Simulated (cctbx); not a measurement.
**Lattice, Laue class and space group of a new crystal**

Cell: a = 8.6590 Å, b = 8.6590 Å, c = 6.6010 Å, α = 90.00°, β = 90.00°, γ = 120.00°. Expected content of the cell: Ta6 Tb10.

The data are simulated with cctbx, not measured: synchrotron X-rays, λ = 0.6889 Å, to d = 0.75 Å, 80 % of the full sphere, strongest reflection 40000 counts, noise from counting, a 4 % proportional error and a noise floor of 8 counts (s.d.); no absorption.

A first pass over the reflections prints:

```text
3390 reflections to d = 0.751 A
centring   violations  <I/sigma> of those
    A       1291 of  1692     13.6
    B       1298 of  1711     13.5
    C       1431 of  1663     15.0
    I       1283 of  1696     13.5
    R       1831 of  2259     14.1
    F       2010 of  2533     14.0
Laue class    unique    Rint  (classes that these axes allow; Friedel mates merged)
P -1             2059   0.026
P 1 1 2/m        1157   0.030
P -3              717   0.034
P -3 1 m          402   0.035
P -3 m 1          429   0.035
P 6/m             392   0.035
P 6/m m m         253   0.035
space group    extra absences  I>4sigma  <I/sigma>
P 6 2 2                 0          0         -  acentric
P 63 2 2                6          0       1.0  acentric
P 6 m m                 0          0         -  acentric
P 63 c m              306          0       0.1  acentric
P -6 m 2                0          0         -  acentric
P -6 c 2              306          0       0.1  acentric
P -6 2 m                0          0         -  acentric
P 6/m m m               0          0         -  centric
P 63/m c m            306          0       0.1  centric
Wilson B = 0.65 A^2   <|E^2-1|> = 0.800 (0.968 centric, 0.736 acentric)   E^2>4: 1.3 %
shell (A)         n   <I/sigma>
 7.50 - 1.50     44     43.2
 1.50 - 1.19     33     50.9
 1.19 - 1.04     32     57.4
 1.04 - 0.95     27     44.4
 0.95 - 0.88     31     50.6
 0.88 - 0.83     28     43.2
 0.83 - 0.79     28     43.3
 0.79 - 0.75     30     46.2
```

**Question.** What are the lattice type, the Laue class and the likely space group?

Every centring test has many violations, so the lattice is primitive.

Rint stays low (0.026 to 0.035) up to P 6/m m m, the highest class in these axes.

9 settings pass the absence test. The most absences obeyed, 306, belong to P 63 c m, P -6 c 2 and P 63/m c m, which absences can't tell apart.

⟨|E²−1|⟩ = 0.800 lies between the two ideal values. The Wilson B of 0.65 Å² means U ≈ 0.0082 Å².

The true group is P6_3/mcm (no. 193), Laue class 6/mmm, centrosymmetric. The tables only narrow the choice to the tied entries; cell content, site symmetry and trial solutions must settle it.

This is a model crystal, built by substitution and not relaxed, with assumed displacement parameters.

[Logs are printed without paths, hosts, clocks, repeated set-up lines and the standing remarks that a program may print on its own settings, such as how far it seeks lower states.]
